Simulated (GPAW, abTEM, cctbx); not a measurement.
# BaRu2N2: the scripts behind a bonding study

Short scripts, each with its output. The cell comes from substitution in a known structure type and wasn't matched to any measured phase.

## 1. Relax the structure

```text
cell
1.0
     0.000000000   -3.879000000    0.000000000
     3.879000000    0.000000000    0.000000000
    -1.939500000    1.939500000    5.815500000
Ba Ru N
1 2 2
Direct
0.000000000 0.000000000 0.000000000
0.250000000 0.750000000 0.500000000
0.750000000 0.250000000 0.500000000
0.347500000 0.347500000 0.695000000
0.652500000 0.652500000 0.305000000
```

```python
from ase.constraints import FixSymmetry
from ase.filters import FrechetCellFilter
from ase.io import read, write
from ase.optimize import BFGS
from ase.parallel import parprint
from gpaw import GPAW, PW, FermiDirac

atoms = read("start.vasp")
atoms.set_constraint(FixSymmetry(atoms))
atoms.calc = GPAW(mode=PW(900), xc="PBE", kpts={"size": (4, 4, 4), "gamma": True},
                 occupations=FermiDirac(0.05), maxiter=120, symmetry={"tolerance": 1e-5}, txt="relax.txt")
BFGS(FrechetCellFilter(atoms), maxstep=0.15).run(fmax=0.03, steps=40)
parprint("cell  %.4f %.4f %.4f  %.2f %.2f %.2f" % tuple(atoms.cell.cellpar()))
parprint("volume %.3f A^3, largest force %.3f eV/A, largest stress %.2f GPa" % (atoms.get_volume(), abs(atoms.get_forces()).max(), 160.218 * abs(atoms.get_stress()).max()))
atoms.set_constraint()
write("relaxed.vasp", atoms, direct=True)
```

```console
$ OMP_NUM_THREADS=1 mpirun -n 4 gpaw python run.py > gpaw.log
```

```text
gpts.py:43: UserWarning: Initial realspace grid (27,27,45) inconsistent with symmetries.
gpts.py:43: UserWarning: Initial realspace grid (27,27,45) inconsistent with symmetries.
gpts.py:43: UserWarning: Initial realspace grid (27,27,45) inconsistent with symmetries.
gpts.py:43: UserWarning: Initial realspace grid (27,27,45) inconsistent with symmetries.
gpts.py:70: UserWarning: Using symmetrized grid: (45,45,45).
gpts.py:70: UserWarning: Using symmetrized grid: (45,45,45).
gpts.py:70: UserWarning: Using symmetrized grid: (45,45,45).
gpts.py:70: UserWarning: Using symmetrized grid: (45,45,45).
            Step        Energy          fmax
BFGS:    0      -36.777460        2.259723
BFGS:    1      -37.032992        1.982704
BFGS:    2      -37.590057        0.339827
BFGS:    3      -37.595349        0.333935
BFGS:    4      -37.628892        0.251987
BFGS:    5      -37.635419        0.081071
BFGS:    6      -37.635941        0.071930
BFGS:    7      -37.636005        0.065998
BFGS:    8      -37.636218        0.050652
BFGS:    9      -37.636615        0.034947
BFGS:   10      -37.636871        0.020236
cell  3.6823 3.6823 6.2834  107.04 107.04 90.00
volume 77.538 A^3, largest force 0.021 eV/A, largest stress 0.05 GPa
```

Time: 5.2 min on 4 cores of Arm Neoverse V1 (shared host), peak memory 1.6 GiB.

## 2. Build the all-electron density and subtract free atoms

```text
cell
1.0
     0.000000000   -3.682253500    0.000000000
     3.682253500    0.000000000    0.000000000
    -1.841126750    1.841126750    5.718540080
Ba Ru N
1 2 2
Direct
0.000000000 0.000000000 0.000000000
0.250000000 0.750000000 0.500000000
0.750000000 0.250000000 0.500000000
0.340538000 0.340538000 0.681076000
0.659462000 0.659462000 0.318924000
```

```python
import numpy as np
from ase.io import read
from ase.units import Bohr
from gpaw import GPAW, PW, FermiDirac
from gpaw.calculator import GPAW as OldGPAW
from gpaw.mpi import serial_comm, world
from scipy.special import erfc
from scipy.spatial import cKDTree

atoms = read("cell.vasp")
atoms.calc = GPAW(mode=PW(550), xc="PBE", kpts={"size": (5, 5, 5), "gamma": True},
                 occupations=FermiDirac(0.05), maxiter=120, symmetry={"tolerance": 1e-5}, txt="scf.txt")
atoms.get_potential_energy()
rho = atoms.calc.get_all_electron_density(gridrefinement=2)
moments = atoms.get_magnetic_moments() if atoms.calc.get_number_of_spins() == 2 else np.zeros(len(atoms))
total = atoms.get_magnetic_moment() if moments.any() else 0.0
if world.rank == 0:
    free = OldGPAW(mode=PW(550), xc="PBE", txt=None, communicator=serial_comm)
    neutral = atoms.copy()
    neutral.set_initial_magnetic_moments(None)
    free.initialize(neutral)
    free.set_positions(neutral)
    drho = rho - free.get_all_electron_density(gridrefinement=2)
    # GPAW starts from confined atoms: exchange their smooth part for that of the datasets' free atoms
    h = np.stack(np.meshgrid(*[np.fft.fftfreq(n, 1 / n) for n in drho.shape], indexing="ij"), -1)
    gabs = np.linalg.norm(h @ atoms.cell.reciprocal(), axis=-1)
    tails = np.fft.fftn(free.get_pseudo_density(gridrefinement=2))
    g, form, v0 = np.linspace(0, gabs.max(), 1500), {}, 0
    for e in set(atoms.symbols):
        idx = atoms.symbols.search(e)
        d = free.setups[idx[0]].data
        r, w = d.rgd.r_g * Bohr, d.rgd.r_g**2 * d.rgd.dr_g
        j0 = np.sinc(2 * g[:, None] * r)
        smooth = sum(f * p**2 for f, p in zip(d.f_j, d.phit_jg)) + np.sqrt(4 * np.pi) * d.nct_g
        full = sum(f * p**2 for f, p in zip(d.f_j, d.phi_jg)) + np.sqrt(4 * np.pi) * d.nc_g
        phase = sum(np.exp(-2j * np.pi * h @ s) for s in atoms.get_scaled_positions()[idx])
        tails -= np.interp(gabs, g, j0 @ (smooth * w)) * phase * drho.size / atoms.get_volume()
        form[e] = j0 @ (full * w)
        v0 += 2 * np.pi / 3 * 14.3996 * (full * w * r**2).sum() * len(idx)  # V A^3
    tails *= 0.5 * erfc((gabs - 1.8) / 0.25)  # the tails differ at long wavelengths alone
    drho += np.fft.ifftn(tails).real  # crystal minus superposed spherical free atoms
    np.save("drho.npy", drho)
    dv = atoms.get_volume() / drho.size
    print("grid", drho.shape, " electrons %.3f" % (rho.sum() * dv), " moved by bonding %.3f e" % (abs(drho).sum() * dv / 2))
    pts = np.indices(drho.shape).reshape(3, -1).T / drho.shape @ atoms.cell
    shifts = (np.indices((3, 3, 3)).reshape(3, -1).T - 1) @ atoms.cell
    images = (atoms.positions[None] + shifts[:, None]).reshape(-1, 3)
    dist, idx = cKDTree(images).query(pts, k=4)
    out = drho.ravel()[dist[:, 0] > 0.5]
    print("deformation density beyond 0.5 A of the nuclei: max %.3f, min %.3f e/A^3" % (out.max(), out.min()))
    tie = dist < dist[:, :1] + 1e-4
    q = -np.bincount((idx % len(atoms))[tie], (drho.ravel()[:, None] / tie.sum(1, keepdims=True) * tie)[tie], len(atoms)) * dv
    print("atom        x       y       z   Voronoi charge  moment")
    for a, s, c, m in zip(atoms, atoms.get_scaled_positions(), q, moments):
        print("%-2s%-3d %7.4f %7.4f %7.4f %10.3f %10.2f" % (a.symbol, a.index + 1, *s, c, m))
    np.savez("free.npz", g=g, **form)
    print("mean inner potential of superposed free atoms %.3f V" % (v0 / atoms.get_volume()))
    print("total magnetic moment %.3f muB" % total)
```

```console
$ OMP_NUM_THREADS=1 mpirun -n 4 gpaw python run.py > gpaw.log
```

```text
gpts.py:43: UserWarning: Initial realspace grid (20,20,35) inconsistent with symmetries.
gpts.py:43: UserWarning: Initial realspace grid (20,20,35) inconsistent with symmetries.
gpts.py:43: UserWarning: Initial realspace grid (20,20,35) inconsistent with symmetries.
gpts.py:43: UserWarning: Initial realspace grid (20,20,35) inconsistent with symmetries.
gpts.py:70: UserWarning: Using symmetrized grid: (35,35,35).
gpts.py:70: UserWarning: Using symmetrized grid: (35,35,35).
gpts.py:70: UserWarning: Using symmetrized grid: (35,35,35).
gpts.py:70: UserWarning: Using symmetrized grid: (35,35,35).
grid (70, 70, 70)  electrons 158.000  moved by bonding 1.012 e
deformation density beyond 0.5 A of the nuclei: max 0.290, min -0.202 e/A^3
atom        x       y       z   Voronoi charge  moment
Ba1    0.0000  0.0000  0.0000      0.199       0.00
Ru2    0.2500  0.7500  0.5000      0.224       0.00
Ru3    0.7500  0.2500  0.5000      0.224       0.00
N 4    0.3405  0.3405  0.6811     -0.323       0.00
N 5    0.6595  0.6595  0.3189     -0.323       0.00
mean inner potential of superposed free atoms 25.030 V
total magnetic moment 0.000 muB
```

Time: 28 s.

## 3. Fourier-transform the difference

```python
from cctbx import adptbx, crystal, miller, xray
from cctbx.eltbx import tiny_pse
import numpy as np

cs = crystal.symmetry(unit_cell=(3.6823, 3.6823, 11.4371, 90, 90, 90), space_group_symbol='Hall: -I 4 2')  # I4/mmm
atoms = [  # label, site, U (iso, or U11 U22 U33 U12 U13 U23 in A^2), occupancy
    ("Ba1", (0, 0, 0), 0.0000, 1),
    ("Ru1", (0.5, 0, 0.25), 0.0000, 1),
    ("N1", (0, 0, 0.34054), 0.0000, 1),
]
xs = xray.structure(crystal_symmetry=cs)
for label, site, u, occ in atoms:
    u = adptbx.u_cif_as_u_star(cs.unit_cell(), u) if isinstance(u, tuple) else u
    xs.add_scatterer(xray.scatterer(label, site=site, u=u, occupancy=occ))
xs.scattering_type_registry(table="wk1995")
drho = np.load("drho.npy")
T = np.array([[0, 1, 0], [-1, 0, 0], [1, 1, 2]])  # conventional axes in terms of the primitive ones
dF = np.fft.ifftn(drho) * 155.07527  # electrons a conventional cell, indexed by primitive hkl
ms = miller.build_set(cs, anomalous_flag=False, d_min=0.9).sort("resolution")
iam = ms.structure_factors_from_scatterers(xs, algorithm="direct").f_calc()
p1 = xs.expand_to_p1()
z = np.array([tiny_pse.table(sc.scattering_type).atomic_number() for sc in p1.scatterers()])
x = np.array(p1.sites_frac())
free = np.load("free.npz")
print("static structure factors of the conventional cell: F in electrons, V (Mott-Bethe) in volts")
print("   h  k  l      d  |F| table  |F| free   |F| DFT   change   |V| free  |V| DFT  change %")
for h, d, table in list(zip(ms.indices(), ms.d_spacings().data(), iam.data()))[:16]:
    df = dF[tuple(np.rint(np.linalg.solve(T, h)).astype(int))]
    phase = np.exp(2j * np.pi * x @ h)
    f = sum(np.interp(1 / d, free["g"], free[sc.scattering_type]) * p for sc, p in zip(p1.scatterers(), phase))
    fz = (z * phase).sum()
    c = 14.3996 * d * d / (np.pi * cs.unit_cell().volume())
    v0, v1 = abs(fz - f) * c, abs(fz - f - df) * c
    print("%4d%3d%3d %7.4f %9.3f %9.3f %9.3f %8.3f %9.3f %8.3f %8s" % (h + (d, abs(table), abs(f), abs(f + df), abs(f + df) - abs(f), v0, v1, "%.1f" % (100 * (v1 / v0 - 1)) if v0 > 0.02 else "-")))
```

```console
$ python run.py
```

```text
static structure factors of the conventional cell: F in electrons, V (Mott-Bethe) in volts
   h  k  l      d  |F| table  |F| free   |F| DFT   change   |V| free  |V| DFT  change %
   0  0  2  5.7185    72.456    72.227    72.375    0.148     3.405    3.262     -4.2
   1  0  1  3.5051    84.775    84.884    84.442   -0.443     4.369    4.530      3.7
   0  0  4  2.8593   225.662   225.523   223.914   -1.609    10.714   11.102      3.6
   1  0  3  2.6486   109.417   109.344   109.956    0.612     6.303    6.176     -2.0
   1  1  0  2.6038    33.198    33.052    31.885   -1.167     0.591    0.825     39.6
   1  1  2  2.3697   218.269   218.140   217.581   -0.559     9.645    9.737      1.0
   1  0  5  1.9430    77.651    77.724    77.739    0.015     2.910    2.908     -0.1
   1  1  4  1.9252    55.241    55.078    54.805   -0.273     2.964    2.994      1.0
   0  0  6  1.9062    31.340    31.205    30.414   -0.791     0.625    0.710     13.6
   2  0  0  1.8412   219.520   219.524   219.403   -0.121     9.666    9.678      0.1
   2  0  2  1.7526    49.170    49.079    48.869   -0.210     2.421    2.440      0.8
   2  1  1  1.6300    69.679    69.727    69.582   -0.144     2.135    2.146      0.5
   2  0  4  1.5480   182.319   182.404   182.053   -0.351     6.194    6.219      0.4
   1  1  6  1.5381   200.926   201.032   200.461   -0.570     7.967    8.007      0.5
   2  1  3  1.5118    85.568    85.612    85.383   -0.229     3.656    3.672      0.4
   1  0  7  1.4935    65.022    65.041    65.201    0.160     1.721    1.710     -0.6
```

Time: 0.33 s on 1 core of Arm Neoverse V1 (shared host), peak memory 0.09 GiB.

## 4. Rock the beam across one reflection

```python
import abtem
import numpy as np
from ase.build import make_supercell
from ase.io import read

abtem.config.set({"dask.lazy": False, "fft": "fftw", "diagnostics.progress_bar": False})
M = [[-1, 0, 0], [1, 1, 2], [0, 1, 0]]  # rows: x, y and beam direction in the primitive cell's axes
unit = make_supercell(read("cell.vasp"), M)
unit.set_cell(list(unit.cell.lengths()) + [90, 90, 90], scale_atoms=True)
unit.positions[:, 2] += 0.9206  # keeps atomic planes off the slice boundaries
unit.wrap()
slab = unit * (1, 1, 192)
print(slab.get_chemical_formula(), "| box %.2f x %.2f x %.2f A" % tuple(slab.cell.lengths()))

# change of the potential by bonding, from the DFT deformation density (Poisson's equation term by term)
drho = np.load("drho.npy")
prim = read("cell.vasp")
h = np.stack(np.meshgrid(*[np.fft.fftfreq(n, 1 / n) for n in drho.shape], indexing="ij"), -1).reshape(-1, 3).astype(int)
g2 = ((h @ prim.cell.reciprocal()) ** 2).sum(1)
keep = (g2 > 0) & (g2 < 2.5**2)
shape = (82, 255, 22)
vg = np.zeros(shape, complex)
hm = h[keep] @ np.array(M).T
move = np.exp(-2j * np.pi * hm[:, 2] * (0.9206 / unit.cell[2, 2] - 0.5 / shape[2]))  # the same shift, sampled at mid-points
vg[tuple(hm.T % np.array(shape)[:, None])] = -14.3996 / np.pi * (np.fft.fftn(drho).ravel() / drho.size)[keep] / g2[keep] * move
dV = np.fft.ifftn(vg).real * vg.size
dV = dV.reshape(82, 255, 2, 11).mean(3) * unit.cell[2, 2] / 2  # V A, projected in each slice
dV = np.tile(dV.transpose(2, 0, 1), (192, 1, 1))


def build(atoms):
    p = abtem.Potential(atoms, gpts=(82, 255), slice_thickness=[slab.cell[2, 2] / 384] * 384,
                        parametrization="lobato", projection="infinite", exit_planes=96).build()
    p.array[:] += BONDING * dV
    return p


def potentials():
    yield build(slab)  # atoms at rest


for label, BONDING in (("IAM", 0.0), ("DFT", 1.0)):
    print("=====", label)
    potential = build(slab)
    print("grid", potential.gpts, "slices", potential.num_slices)
    thickness = potential.exit_thicknesses
    h = np.array(M) @ np.linalg.solve(np.array([[0, 1, 0], [-1, 0, 0], [1, 1, 2]]), [0, 0, 2])
    ix, iy = round(h[0]) * 1, round(h[1]) * 1
    gxy = h[:2] / unit.cell.lengths()[:2]
    along = gxy / np.hypot(*gxy)
    across = np.array([-along[1], along[0]])
    bragg = 500 * abtem.PlaneWave(energy=200000).wavelength * np.hypot(*gxy)
    print("Bragg angle %.3f mrad; beam tilted 55 mrad off the zone axis across the row" % bragg)
    print("dark-field intensity of 0 0 2 against tilt along the row, in Bragg angles")
    print("  t (A)" + "".join("%8.2f" % s for s in [0.2, 0.4, 0.6, 0.8, 1.0, 1.2, 1.4, 1.6, 1.8, 2.0, 2.2, 2.4, 2.6]))
    rows = []
    row = [(n * ix, n * iy) for n in range(-8, 9)]
    for s in [0.2, 0.4, 0.6, 0.8, 1.0, 1.2, 1.4, 1.6, 1.8, 2.0, 2.2, 2.4, 2.6]:
        tilt = -s * bragg * along + 55 * across
        dp = abtem.PlaneWave(energy=200000, tilt=tuple(tilt)).multislice(potential).diffraction_patterns(max_angle="valid").array
        rows.append(dp[:, dp.shape[1] // 2 + ix, dp.shape[2] // 2 + iy])
        if s == 1.0:
            cx, cy = dp.shape[1] // 2, dp.shape[2] // 2
            share = sum(dp[:, cx + i, cy + j] for i, j in row if abs(i) < cx and abs(j) < cy) / dp.sum(axis=(1, 2))
            total = dp.sum(axis=(1, 2))
    for t, a in list(zip(thickness, np.array(rows).T))[1:]:
        print("%7.1f" % t + "".join("%8.4f" % v for v in a))
    print("at the Bragg tilt, share in the row:", share[1:].round(3).tolist(), "total:", total[1:].round(3).tolist())
```

```console
$ python run.py
```

```text
Ba384N768Ru768 | box 3.68 x 11.44 x 706.99 A
===== IAM
grid (82, 255) slices 384
Bragg angle 2.193 mrad; beam tilted 55 mrad off the zone axis across the row
dark-field intensity of 0 0 2 against tilt along the row, in Bragg angles
  t (A)    0.20    0.40    0.60    0.80    1.00    1.20    1.40    1.60    1.80    2.00    2.20    2.40    2.60
  176.7  0.0934  0.1017  0.1078  0.1115  0.1127  0.1115  0.1078  0.1017  0.0933  0.0828  0.0707  0.0578  0.0449
  353.5  0.0127  0.0082  0.0053  0.0022  0.0013  0.0022  0.0054  0.0083  0.0129  0.0244  0.0419  0.0651  0.0869
  530.2  0.0988  0.0642  0.0182  0.0016  0.0031  0.0015  0.0177  0.0631  0.0978  0.1160  0.0778  0.0433  0.1083
  707.0  0.0215  0.0161  0.1576  0.0463  0.0720  0.0469  0.1582  0.0161  0.0217  0.0468  0.0589  0.0364  0.0955
at the Bragg tilt, share in the row: [0.6269999742507935, 0.46000000834465027, 0.3799999952316284, 0.421999990940094] total: [0.9860000014305115, 0.9760000109672546, 0.9679999947547913, 0.949999988079071]
===== DFT
grid (82, 255) slices 384
Bragg angle 2.193 mrad; beam tilted 55 mrad off the zone axis across the row
dark-field intensity of 0 0 2 against tilt along the row, in Bragg angles
  t (A)    0.20    0.40    0.60    0.80    1.00    1.20    1.40    1.60    1.80    2.00    2.20    2.40    2.60
  176.7  0.0901  0.0981  0.1038  0.1072  0.1083  0.1072  0.1037  0.0981  0.0901  0.0800  0.0683  0.0557  0.0430
  353.5  0.0160  0.0110  0.0077  0.0036  0.0024  0.0035  0.0077  0.0111  0.0162  0.0277  0.0442  0.0653  0.0843
  530.2  0.0947  0.0717  0.0228  0.0017  0.0009  0.0016  0.0224  0.0706  0.0936  0.0961  0.0568  0.0282  0.0967
  707.0  0.0433  0.0037  0.1135  0.0329  0.0754  0.0336  0.1145  0.0037  0.0432  0.0667  0.0811  0.0537  0.1324
at the Bragg tilt, share in the row: [0.625, 0.46299999952316284, 0.39399999380111694, 0.4429999887943268] total: [0.9860000014305115, 0.9760000109672546, 0.9679999947547913, 0.949999988079071]
```

Time: 35 s.

[Outputs are excerpts: Python notices, other lines and further rows are left out; steps that failed or that the build refused (PBEsol, TPSS) are not shown.]

[Logs are printed without paths, hosts, clocks, repeated set-up lines and the standing remarks that a program may print on its own settings, such as how far it seeks lower states.]
